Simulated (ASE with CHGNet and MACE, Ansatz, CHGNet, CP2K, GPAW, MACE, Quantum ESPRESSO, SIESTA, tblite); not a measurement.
# Running glassy 86SiO2-5SrO-5ZnO-5MgO (mol %) (63 atoms) with machine-learned potentials

Aim: run glassy 86SiO2-5SrO-5ZnO-5MgO (mol %) (63 atoms) in machine-learned potentials and see how near its forces come to a plane-wave reference, and at what cost.

Main program and level: ASE with CHGNet and MACE; the method is named at each step.

**1. The structure**

The cell holds 63 atoms: 19 Si, 1 Sr, 1 Zn, 1 Mg and 41 O. Its edges and angles: a = 9.658 Å, b = 9.658 Å, c = 9.658 Å, α = 90.0°, β = 90.0°, γ = 90.0°. 63 atoms (19 Si, 1 Sr, 1 Zn, 1 Mg, 41 O) placed at random at 2.44 g/cm³, melted at 4000 K for 10 ps at fixed volume with the Morse and Coulomb pair potential with partial charges (Pedone, Malavasi, Menziani, Cormack and Segre, J. Phys. Chem. B 110, 11780 (2006)). Quenched from 4000 K to 300 K at 50 K/ps and fixed volume, held 10 ps at zero pressure. Then every atom was moved at random, 0.05 Å r.m.s. a Cartesian component.

The yardstick, on the same geometry:

- method: Kohn-Sham DFT, PBE, PAW, plane waves (Ansatz 0.2.0); cutoff 420 eV, Γ point, fermi-dirac smearing of 0.05 eV; PAW set soft_2
- r.m.s. force component: 2.63 eV/Å
- longest force: 12.41 eV/Å
- pressure: 5.5 GPa
- gap (highest filled to lowest empty level): 2.478 eV
- SCF cycles: 9
- time: 8.3 s on 4 threads of Arm Neoverse V1, shared host
- CPU time: 31 s

**2. CHGNet 0.3.0 potential**

Method: machine-learned interatomic potential CHGNet 0.3.0, trained on PBE(+U) plane-wave data.

run.py reads:

```python
import numpy as np
from ase.io import read
import mlip  # loads the published weights by name

atoms = read("structure.xyz")
atoms.calc = mlip.calc("chgnet-0.3.0")
energy = atoms.get_potential_energy()
forces = atoms.get_forces()
print(f"energy {energy:.6f} eV")
print("forces (eV/A)")
for i, (a, f) in enumerate(zip(atoms, forces)):
    print(f"{i:4d} {a.symbol:2s} {f[0]:10.5f} {f[1]:10.5f} {f[2]:10.5f}")
stress = -atoms.get_stress(voigt=False) * 160.21766
print("stress (GPa, compression positive)")
for row in stress:
    print(" ".join(f"{x:10.4f}" for x in row))
```

structure.xyz reads:

```xyz
63
Lattice="9.65803 0.00000 0.00000 0.00000 9.65803 0.00000 0.00000 0.00000 9.65803" Properties=species:S:1:pos:R:3 pbc="T T T"
Si 5.77483 1.73835 2.40070
Si 7.90065 7.49743 5.51966
Si 3.46105 0.09668 0.86410
Si 2.75051 5.03299 0.51670
Si 1.15829 2.42494 1.43354
Si 5.13962 3.87895 4.29502
Si 6.75135 6.12821 0.98377
Si 7.90645 3.03011 0.46919
Si 4.80757 0.39965 7.92944
Si 4.46713 3.55811 8.25597
Si 3.42290 8.91079 5.18240
Si 5.91516 6.15497 7.59730
Si 8.09324 0.30181 3.89170
Si 2.44986 3.72800 5.88541
Si 5.40299 6.78873 3.70743
Si 9.09555 8.11110 1.31098
Si 1.33059 1.59715 4.27899
Si 2.17113 7.09431 2.03137
Si 1.35280 6.70596 5.15343
Sr 8.46072 3.44512 6.22711
Zn 3.09665 7.64105 8.04166
Mg 8.07382 0.46832 8.53113
O 6.86589 0.99381 3.32449
O 0.64699 7.31876 1.47497
O 4.81540 5.34050 4.20337
O 6.52564 3.61944 4.98007
O 6.83624 6.98681 4.17459
O 2.91682 5.88918 1.81030
O 1.43287 2.44242 3.05300
O 2.75408 8.54456 1.71720
O 4.14658 4.08960 0.02386
O 5.74189 6.41902 2.09183
O 2.31242 0.37270 4.48587
O 6.20210 9.41812 8.10772
O 7.19620 6.53907 6.75879
O 4.74837 6.92162 6.95813
O 9.38036 1.07330 4.31511
O 7.90075 2.70763 8.53895
O 5.02160 2.93411 3.08729
O 2.65625 6.11199 9.01519
O 9.43464 6.92046 5.46461
O 1.69218 3.81569 0.71469
O 4.41015 8.00216 4.23398
O 5.51860 4.54797 7.42712
O 2.95796 3.76586 7.58590
O 1.34643 2.58710 5.75223
O 4.68328 0.73391 1.63057
O 1.75361 7.05857 3.74490
O 2.25602 7.93243 5.95331
O 2.13085 1.18543 0.95257
O 7.77858 7.21339 1.20358
O 1.81986 5.20549 5.70509
O 6.02429 6.31490 9.16470
O 7.45252 4.66860 0.90670
O 7.94740 8.99143 5.17535
O 4.00760 9.63021 6.48054
[... 3 atom lines left out ...]
O 9.14133 9.12771 0.10363
O 4.80806 2.01785 8.21715
O 6.76738 2.17151 1.15645
O 9.31333 2.39336 1.02955
```

Launch:

```
$ OMP_NUM_THREADS=1 python run.py > output.txt
```

The log of the run:

```text
CHGNet v0.3.0 initialized with 412,525 parameters
CHGNet will run on cpu
energy -495.431549 eV
forces (eV/A)
   0 Si    0.76121   -0.63613   -3.03640
   1 Si   -2.72072   -5.83504   -0.59916
   2 Si   -4.95521    2.19873    4.70749
   3 Si    2.23170   -4.13727   -5.83241
   4 Si    3.87759   -0.02076   -1.50383
   5 Si    0.50005   -2.67000    4.78419
   6 Si   -0.54729   -2.89459   -4.05207
   7 Si   -0.86054    2.92560   -0.33514
   8 Si   -0.99979    0.74392   -1.45901
   9 Si   -1.31594    2.62651   -2.91446
  10 Si   -2.36485   -0.64553    0.28740
  11 Si   -1.67056   -2.11029    0.88624
  12 Si    3.40454   -3.94603   -1.96736
  13 Si    3.59538    1.43196    4.77970
  14 Si   -1.72034   -1.94901   -1.79910
  15 Si   -7.03221    6.28256    0.73817
  16 Si   -2.79708   -2.79929    5.88402
  17 Si   -7.10563    8.96283    4.69854
  18 Si    0.50030   -0.29128    4.19626
  19 Sr   -1.04357    0.36593    0.27923
  20 Zn    1.00831   -1.36528   -1.31393
  21 Mg   -0.93292    0.07324    0.97802
  22 O    -3.66588    1.40791    0.46098
  23 O     6.78103   -5.45672    0.84878
[...]
55 O     1.40812    1.50457    1.44961
  56 O    -0.36108   -0.21492   -0.27725
  57 O     1.02679   -0.92712   -4.08557
  58 O     0.29780   -1.69128   -1.39186
  59 O    -0.31950    0.97660   -1.82590
  60 O     0.50860   -2.75563   -0.38299
  61 O    -1.62820   -0.93405    0.96741
  62 O    -1.80395    0.09658    0.25225
stress (GPa, compression positive)
    5.5346     0.7922     0.7699
    0.7922     6.1507    -0.3815
    0.7699    -0.3815     5.2912
```

Elapsed: 6.8 s, on 1 thread of Arm Neoverse V1, shared host; peak memory 0.95 GiB.

Banners, paths, timers and routine set-up lines are dropped from the logs unmarked, and long logs keep their key lines alone; longer cuts are marked.

Numbers from this run, and their distance from the reference:

* r.m.s. force component: 2.636 eV/Å
* r.m.s. difference of force components: 177.4 meV/Å
* longest difference of force vectors: 696.7 meV/Å
* force difference over r.m.s. force: 6.744 %
* slope of forces against the reference's: 0.9998
* correlation of force components: 0.9977
* pressure: 5.659 GPa
* pressure difference: 0.1592 GPa

Length of the force difference by element (eV/Å):

```
element  atoms  mean  most
     Mg      1  0.52  0.52
      O     41  0.23  0.66
     Si     19  0.33  0.70
     Sr      1  0.22  0.22
     Zn      1  0.45  0.45
```

Local excerpt of 10 atoms (numbers count through the whole input) about O58, which has 3 bonded neighbours where the commonest count for O is 2; x, y, z are measured from there.

```
atom      x      y      z  distance (Å)  bonds     Fx     Fy  Fz (eV/Å)
 O58   0.00   0.00   0.00          0.00      3   1.03  -0.93      -4.09
 Si3  -0.22   0.38   1.48          1.54      4  -4.96   2.20       4.71
 Si9   1.13   0.68  -1.12          1.73      4  -1.00   0.74      -1.46
Zn21  -0.58  -1.74  -1.01          2.09      3   1.01  -1.37      -1.31
 O56   0.33   0.25  -2.57          2.60      2   1.41   1.50       1.45
 O30  -0.92  -0.83   2.33          2.64      2   2.02  -0.03      -0.40
 O50  -1.55   1.47   1.56          2.64      2   0.67  -0.02      -0.48
 O47   1.01   1.02   2.24          2.66      2   1.85   0.59       1.35
 O61   1.13   2.30  -0.83          2.69      2   0.51  -2.76      -0.38
 O34   2.52   0.04  -0.94          2.69      2   2.20   0.09       0.23
```

Atoms are counted from 1 here, from 0 in the log.

Forces lie 6.7 % from the reference's, at 0.11 times its CPU time (on 1 against 4 cores).

**3. MACE MPA-0 medium potential**

Method: machine-learned interatomic potential MACE MPA-0 medium, trained on PBE(+U) plane-wave data.

run.py, as its differences from that of step 2:

```diff
@@ -5,3 +5,3 @@
 atoms = read("structure.xyz")
-atoms.calc = mlip.calc("chgnet-0.3.0")
+atoms.calc = mlip.calc("mace-mpa-0-medium")
 energy = atoms.get_potential_energy()
```

structure.xyz is that of step 2.

The log of the run:

```text
energy -467.104160 eV
forces (eV/A)
   0 Si    0.65602   -0.57451   -3.15856
   1 Si   -2.88116   -6.10819   -0.86199
   2 Si   -4.75482    2.23237    4.93477
   3 Si    2.55445   -4.12261   -5.49907
   4 Si    3.91588    0.07658   -1.34864
   5 Si    0.37871   -2.76494    4.54325
   6 Si   -0.52771   -2.80029   -4.30968
   7 Si   -0.79941    3.03919   -0.26026
   8 Si   -0.72028    0.86738   -1.38279
   9 Si   -1.24110    2.33586   -2.98541
  10 Si   -2.43011   -0.68666    0.19261
  11 Si   -1.79462   -1.81993    1.02816
  12 Si    3.22242   -4.08436   -2.07821
  13 Si    3.63738    1.52224    4.72424
  14 Si   -1.88598   -2.19246   -1.84986
  15 Si   -7.51615    6.47299    0.51590
  16 Si   -2.53930   -2.69441    5.75888
  17 Si   -7.24193    8.90975    4.52325
  18 Si    0.77941   -0.17250    3.82102
  19 Sr   -1.13662    0.55032    0.33224
  20 Zn    1.09375   -1.39529   -1.23150
  21 Mg   -1.49748    0.17134    1.07680
  22 O    -3.53962    1.33195    0.53550
  23 O     7.14890   -5.65512    0.88964
[...]
55 O     1.39389    1.48100    1.33607
  56 O    -0.21002   -0.30983   -0.22978
  57 O     0.97637   -0.92693   -4.13569
  58 O     0.42184   -1.58215   -1.27871
  59 O    -0.00835    0.86756   -1.74831
  60 O     0.47038   -2.59657   -0.38345
  61 O    -1.55764   -0.90787    0.85725
  62 O    -1.83591    0.10733    0.27370
stress (GPa, compression positive)
    5.3108     0.9277     0.7698
    0.9277     5.8710    -0.4341
    0.7698    -0.4341     5.2973
```

Wall time 9.2 s (1 thread); peak memory 0.95 GiB.

Compared with the plane-wave run:

* r.m.s. force component: 2.643 eV/Å
* r.m.s. difference of force components: 101.3 meV/Å
* longest difference of force vectors: 504.1 meV/Å
* force difference over r.m.s. force: 3.85 %
* slope of forces against the reference's: 1.004
* correlation of force components: 0.9993
* pressure: 5.493 GPa
* pressure difference: -0.0066 GPa

Against the first run (6.7 %), the force difference from the reference is 3.8 %, at 2.0 times the CPU time.

**4. MACE MP-0b3 medium potential**

Method: machine-learned interatomic potential MACE MP-0b3 medium, trained on PBE(+U) plane-wave data.

run.py, as its differences from that of step 3:

```diff
@@ -5,3 +5,3 @@
 atoms = read("structure.xyz")
-atoms.calc = mlip.calc("mace-mpa-0-medium")
+atoms.calc = mlip.calc("mace-mp-0b3-medium")
 energy = atoms.get_potential_energy()
```

structure.xyz is that of step 3.

The log of the run:

```text
energy -467.172341 eV
forces (eV/A)
   0 Si    0.79380   -0.63027   -3.15485
   1 Si   -2.83785   -5.87543   -0.93194
   2 Si   -4.73921    2.26614    4.95869
   3 Si    2.50376   -4.07618   -5.49239
   4 Si    3.82996    0.13037   -1.37220
   5 Si    0.40384   -2.79729    4.59877
   6 Si   -0.60296   -2.77620   -4.26341
   7 Si   -0.77116    2.95534   -0.20163
   8 Si   -0.72598    0.95291   -1.49072
   9 Si   -1.33718    2.37472   -2.95910
  10 Si   -2.39483   -0.54982    0.18250
  11 Si   -1.78421   -1.97685    1.13998
  12 Si    3.21469   -4.04039   -2.00701
  13 Si    3.57931    1.54867    4.81454
  14 Si   -1.92821   -2.06085   -1.83052
  15 Si   -7.29623    6.28139    0.40869
  16 Si   -2.49490   -2.68166    5.70995
  17 Si   -7.34076    8.99398    4.52181
  18 Si    0.72605   -0.28810    3.89235
  19 Sr   -0.97784    0.31576    0.26203
  20 Zn    1.03158   -1.33245   -1.27303
  21 Mg   -1.23433   -0.19170    1.00029
  22 O    -3.59165    1.30597    0.42067
  23 O     6.93187   -5.51108    0.91132
[...]
55 O     1.41030    1.43580    1.34888
  56 O    -0.15521   -0.32728   -0.27965
  57 O     0.97597   -0.96595   -4.07429
  58 O     0.38166   -1.50948   -1.24885
  59 O    -0.22184    1.05098   -1.79631
  60 O     0.48462   -2.63130   -0.34858
  61 O    -1.58449   -0.93067    0.92742
  62 O    -1.83945    0.11599    0.29661
stress (GPa, compression positive)
    5.2024     0.8519     0.6652
    0.8519     6.0611    -0.3482
    0.6652    -0.3482     5.0748
```

The job ended after 8.3 s (1 thread; peak memory 0.95 GiB).

Against the reference:

```yaml
r_m_s_force_component: 2.627 eV/Å
r_m_s_difference_of_force_components: 102.2 meV/Å
longest_difference_of_force_vectors: 584.9 meV/Å
force_difference_over_r_m_s_force: 3.886 %
slope_of_forces_against_the_reference_s: 0.9979
correlation_of_force_components: 0.9992
pressure: 5.446 GPa
pressure_difference: -0.0535 GPa
```

Against the first run (6.7 %), the force difference from the reference is 3.9 %, at 2.0 times the CPU time.

**5. Side by side**

Differences are against the plane-wave reference, forces as r.m.s. over components; share is that over the reference's r.m.s. force, slope the least-squares factor from reference forces to these. Total energies of different programs have different zeros and aren't compared.

```
                         run  Δ force, r.m.s. (meV/Å)  share (%)  slope  Δ pressure (GPa)  cores  CPU time  memory (GiB)
                   reference                        -          -      -                 -      4      31 s           1.0
      CHGNet 0.3.0 potential                      177       6.74  1.000             0.159      1     3.6 s          0.95
 MACE MPA-0 medium potential                      101       3.85  1.004           -0.0066      1     7.1 s          0.95
MACE MP-0b3 medium potential                      102       3.89  0.998           -0.0535      1       7 s          0.95
```

Times of the machine-learned potentials are mostly Python's start and the loading of weights.

CPU time is summed over cores on a shared host, where runs went side by side, so it is rough. Symmetry, cutoffs, thresholds, outputs and thread counts weren't matched or tuned between programs; memory under MPI is the largest rank's times the ranks.

A second geometry, displaced anew (every atom was moved at random, 0.08 Å r.m.s. a Cartesian component), gives an energy difference that all programs can be tested on. The reference puts it at 214.4 meV/atom.

```
                         run  energy less the first geometry's (meV/atom)  error (meV/atom)  force share at the second geometry (%)
      CHGNet 0.3.0 potential                                        217.5              3.14                                    4.99
 MACE MPA-0 medium potential                                        216.1              1.74                                    2.75
MACE MP-0b3 medium potential                                        216.4              2.03                                    3.32
```

**6. What came out**

| Item | Value |
| --- | --- |
| nearest in forces | MACE MPA-0 medium potential, 3.8 % |
| its CPU time | 7.1 s |

Machine-learned potentials differ by 3.8 % (MACE MPA-0 medium potential) to 6.7 % (CHGNet 0.3.0 potential); they were trained on other programs' data. The energy difference between the two geometries, 214 meV/atom in the reference, is met best by MACE MPA-0 medium potential (+1.74) and worst by CHGNet 0.3.0 potential (+3.14). Forces of 2.6 eV/Å r.m.s. are well above thermal ones: they come largely from the bond lengths of the classical model and from the random displacements, and they dominate the comparison. Machine-learned potentials mimic data converged in k, so the reference's own k-point error enters their differences. The quench rate of 50 K/ps is many orders above laboratory rates, so the cell is likely richer in defects and strain than a real sample. The network of bonds at the start is that of the classical potential that made the cell, and needn't be the one that DFT or experiment would give. The electronic-structure runs sample only Γ, in a cell whose shortest periodic width is 10 Å.

[Also dropped from logs without a mark: logging warnings of Python, and SIESTA's first energy breakdown and zero terms.]

[Logs are printed without paths, hosts, clocks, repeated set-up lines and the standing remarks that a program may print on its own settings, such as how far it seeks lower states.]

[Hosts, paths, dates, database ids (printed as entryN), source tags and the programs' standing remarks are cut or masked in the printed files.]
